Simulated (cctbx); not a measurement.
# Lattice, Laue class and space group of a new crystal

Cell: a = 9.9700 Å, b = 3.5110 Å, c = 5.4680 Å, α = 90.00°, β = 106.16°, γ = 90.00°. Expected content of the cell: Yb4 Cr4 B6.

The data are simulated with cctbx, not measured: Ga Kα, λ = 1.3414 Å, to d = 0.8 Å, 80 % of the full sphere, strongest reflection 5000 counts, noise from counting, a 6 % proportional error and a noise floor of 8 counts (s.d.); no absorption, some extinction.

Tests on the unmerged data give:

```text
1216 reflections to d = 0.800 A
centring   violations  <I/sigma> of those
    A        253 of   595      5.6
    B        253 of   595      5.6
    C          0 of   606     -0.0
    I        264 of   606      5.6
    R        360 of   818      5.7
    F        253 of   898      3.7
Laue class    unique    Rint  (classes that these axes allow; Friedel mates merged)
C 1 2/m 1         219   0.046
space group    extra absences  I>4sigma  <I/sigma>
C 1 2 1                 0          0         -  acentric
C 1 m 1                 0          0         -  acentric
C 1 2/m 1               0          0         -  centric
Wilson B = 0.56 A^2   <|E^2-1|> = 0.665 (0.968 centric, 0.736 acentric)   E^2>4: 0.0 %
shell (A)         n   <I/sigma>
 5.25 - 1.59     33     16.4
 1.59 - 1.27     24     21.2
 1.27 - 1.11     25     15.7
 1.11 - 1.01     31     19.6
 1.01 - 0.94     22     15.9
 0.94 - 0.88     27     15.4
 0.88 - 0.84     27     16.9
 0.84 - 0.80     30     14.8
```

**Question.** What are the lattice type, the Laue class and the likely space group?

The reflections that C centring forbids are absent (⟨I/σ⟩ near 0), so the lattice is C.

Only C 1 2/m 1 fits these axes (Rint 0.046); a search for a hidden higher lattice was not made.

3 settings pass the absence test. No glide or screw absences show, which leaves C 1 2 1, C 1 m 1 and C 1 2/m 1.

⟨|E²−1|⟩ = 0.665 leans to a non-centrosymmetric structure, or to twinning, which lowers it. Here that hint misleads: the statistic assumes many like atoms on general positions, and few, heavy or special-position atoms break it. The Wilson B of 0.56 Å² means U ≈ 0.0071 Å².

The true group is C2/m (no. 12), Laue class 2/m, centrosymmetric. The tables only narrow the choice to the tied entries; cell content, site symmetry and trial solutions must settle it.

The model is made up (kin elements in a known structure type, no relaxation), so it says nothing on whether the phase exists.

[Logs are printed without paths, hosts, clocks, repeated set-up lines and the standing remarks that a program may print on its own settings, such as how far it seeks lower states.]
